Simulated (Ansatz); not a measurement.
# (YN)2(CdO)2 [001] superlattice, started as rocksalt type: phonons and vibrational spectra, part 2 of 2

Wanted: vibrations and spectra of (YN)2(CdO)2 [001] superlattice, started as rocksalt type; the cell is already relaxed.

Ansatz 0.2.0; DFT PBEsol, scalar-relativistic, plane waves, PAW.

So far: Set-up; Zone-centre response.

The structure was built from a prototype and need not be the compound's stable phase.

### Step 2. Zone-centre response (continued)

Transverse modes. Lines of the infrared spectrum (strongest = 100):

| position (cm⁻¹) | label | relative intensity |
| --- | --- | --- |
| 86 | Eg | 0.0 |
| 92 | Eu | 0.1 |
| 137 | Eg | 0.0 |
| 170 | A1g | 0.0 |
| 179 | Eu | 100 |
| 187 | A2u | 0.0 |
| 212 | A1g | 0.0 |
| 236 | Eg | 0.0 |
| 270 | Eu | 40 |
| 288 | Eg | 0.0 |
| 354 | A2u | 63 |
| 484 | A1g | 0.0 |
| 536 | A1g | 0.0 |
| 538 | A2u | 1.5 |

Activity x (w_L - w)^4 (n + 1)/w, 532 nm, 300 K; the log calls the Raman tensors unconverged in the k mesh, so the heights are rough; the tensors are static ones, while 532 nm light lies above the computed direct gap, where resonance would change the heights; modes without the macroscopic field alone. Raman lines, with heights relative to the strongest:

| position (cm⁻¹) | label | relative intensity |
| --- | --- | --- |
| 86 | Eg | 0.3 |
| 92 | Eu | 0.0 |
| 137 | Eg | 2.5 |
| 170 | A1g | 16 |
| 179 | Eu | 0.0 |
| 187 | A2u | 0.0 |
| 212 | A1g | 0.9 |
| 236 | Eg | 25 |
| 270 | Eu | 0.0 |
| 288 | Eg | 29 |
| 354 | A2u | 0.0 |
| 484 | A1g | 29 |
| 536 | A1g | 100 |
| 538 | A2u | 0.0 |

Before it was imposed, the acoustic sum rule was missed by 2.6e-4 eV/Å² and the charge sum rule by 0.018 e. Small misses are needed for a sound result but don't prove that mesh and cutoff are converged. The lowest optical mode is real, 86.5 cm⁻¹.

The log warns of the k mesh: “the force constants stand on the 8×8×4 k-mesh, whose period is 10.84 times the interband length at k = (0.0000, 0.0000, 0.0000), direct gap 0.733 eV, under 14: take them and everything formed from them as unconverged”.

### Step 3. Isotope substitution, element Cd, natural mass 112.414 amu

An isotope changes the mass and not the force constants, so no new electronic calculation is needed; the shifts show which modes move this element.

The same force constants with the mass of Cd changed from 112.414 to 115.905 u (phonopy, no LO-TO term). Both lists are sorted by frequency; levels can cross, so a row need not hold one and the same mode. Modes under 3 cm⁻¹ are left out. Isotope shifts, by row:

| q | rank | natural mass (cm⁻¹) | changed mass (cm⁻¹) |
| --- | --- | --- | --- |
| 0 0 0 | 4 | 86.54 | 85.32 |
| 0 0 0 | 5 | 86.54 | 85.32 |
| 0 0 0 | 6 | 91.47 | 90.84 |
| 0 0 0 | 7 | 91.47 | 90.84 |
| 0 0 0 | 8 | 136.7 | 136.6 |
| 0 0 0 | 9 | 136.7 | 136.6 |
| 0 0 0 | 10 | 170.4 | 167.8 |
| 0 0 0 | 11 | 179.2 | 179.1 |
| 0 0 0 | 12 | 179.2 | 179.1 |
| 0 0 0 | 13 | 187.2 | 185.9 |
| 0 0 0 | 14 | 211.6 | 211.6 |
| 0 0 0 | 15 | 235.8 | 235.7 |
| 0 0 0 | 16 | 235.8 | 235.7 |
| 0 0 0 | 17 | 269.5 | 269.4 |
| 0 0 0 | 18 | 269.5 | 269.4 |
| 0 0 0 | 19 | 288.4 | 288.4 |
| 0 0 0 | 20 | 288.4 | 288.4 |
| 0 0 0 | 21 | 354.5 | 354.2 |
| 0 0 0 | 22 | 484 | 483.9 |
| 0 0 0 | 23 | 536.4 | 536.4 |
| 0 0 0 | 24 | 538.1 | 538.1 |

A mode of this element alone would shift by -1.52 %. The highest zone-centre frequency without the field goes from 538.1 to 538.1 cm⁻¹ (-0.0 %). The product of the frequency ratios over all optical modes at Γ is 0.933; the product rule, (m/m′)^(3k/2) (M′/M)^(3/2) with k = 2 such atoms and M the mass of the cell, gives 0.933.

### Step 4. Another isotope, element N, natural mass 14.007 amu

The same for N, from 14.01 to 15.00 u.

A mode of this element alone would shift by -3.37 %. The highest zone-centre frequency without the field goes from 538.1 to 526.9 cm⁻¹ (-2.1 %). The product of the frequency ratios over all optical modes at Γ is 0.819; the product rule, (m/m′)^(3k/2) (M′/M)^(3/2) with k = 2 such atoms and M the mass of the cell, gives 0.819.

### Step 5. Isotope substitution, element O, natural mass 15.999 amu

The same for O, from 16.00 to 18.00 u.

The same force constants with the mass of O changed from 15.999 to 17.999 u (phonopy, no LO-TO term). Both lists are sorted by frequency; levels can cross, so a row need not hold one and the same mode. Modes under 3 cm⁻¹ are left out. Isotope shifts, by row:

| q | rank | natural mass (cm⁻¹) | changed mass (cm⁻¹) |
| --- | --- | --- | --- |
| 0 0 0 | 4 | 86.54 | 86.43 |
| 0 0 0 | 5 | 86.54 | 86.43 |
| 0 0 0 | 6 | 91.47 | 91.45 |
| 0 0 0 | 7 | 91.47 | 91.45 |
| 0 0 0 | 8 | 136.7 | 136.7 |
| 0 0 0 | 9 | 136.7 | 136.7 |
| 0 0 0 | 10 | 170.4 | 170.3 |
| 0 0 0 | 11 | 179.2 | 171.5 |
| 0 0 0 | 12 | 179.2 | 171.5 |
| 0 0 0 | 13 | 187.2 | 187.2 |
| 0 0 0 | 14 | 211.6 | 211.1 |
| 0 0 0 | 15 | 235.8 | 227.5 |
| 0 0 0 | 16 | 235.8 | 227.5 |
| 0 0 0 | 17 | 269.5 | 266.7 |
| 0 0 0 | 18 | 269.5 | 266.7 |
| 0 0 0 | 19 | 288.4 | 282.1 |
| 0 0 0 | 20 | 288.4 | 282.1 |
| 0 0 0 | 21 | 354.5 | 341.8 |
| 0 0 0 | 22 | 484 | 461.6 |
| 0 0 0 | 23 | 536.4 | 528.7 |
| 0 0 0 | 24 | 538.1 | 531.5 |

A mode of this element alone would shift by -5.72 %. The highest zone-centre frequency without the field goes from 538.1 to 531.5 cm⁻¹ (-1.2 %). The product of the frequency ratios over all optical modes at Γ is 0.711; the product rule, (m/m′)^(3k/2) (M′/M)^(3/2) with k = 2 such atoms and M the mass of the cell, gives 0.711.

### Step 6. What came out

| Item | Value |
| --- | --- |
| space group (within 0.01 Å) | P4/nmm |
| volume per atom | 13.6 Å³ |
| gap on the k-mesh | 0.711 eV |
| highest optical mode at the zone centre (no LO-TO term) | 538 cm⁻¹ |
| top of the zone-centre spectrum with the field | 578 cm⁻¹ |
| lowest optical zone-centre mode | 86.5 cm⁻¹ |
| mean high-frequency dielectric constant | 7.70 |
| mean static dielectric constant | 38.7 |
| largest Born charge (third of the trace) | 3.96 e |
| imaginary modes at Γ (the only wavevector solved) | none |

What this shows: The structure is stable against zone-centre distortions, since no mode there is imaginary; runs at other wavevectors are not part of this account. Without the field, the optical modes at Γ span 87 to 538 cm⁻¹. The dispersion is not part of this account. With the macroscopic field of the longitudinal modes the top of the zone-centre spectrum lies at 578 cm⁻¹, against 538 cm⁻¹ without it. Lattice motion raises the mean dielectric constant from 7.702 to 38.66. The strongest infrared line is at 179 cm⁻¹. Averaged over orientations, the strongest Raman line at 532 nm and 300 K is at 536 cm⁻¹. The tensors are the static, non-resonant ones, while 532 nm light (2.33 eV) lies above the computed gap. With the field response the log warns that the k mesh is coarse for the force constants too, so the frequencies may not be converged. In this run the field response is not settled by the k meshes in reach, so its dielectric tensor, Born charges and longitudinal modes are rough. The program warns that the Raman tensors are not converged in the k mesh, so the intensities are rough. The starting cell was built on a prototype and not taken from a measurement, so the phase need not exist. These are harmonic frequencies at zero temperature: anharmonic shifts, linewidths and thermal expansion are left out.

[Hosts, paths, dates, database ids (printed as entryN), source tags and the programs' standing remarks are cut or masked in the printed files.]
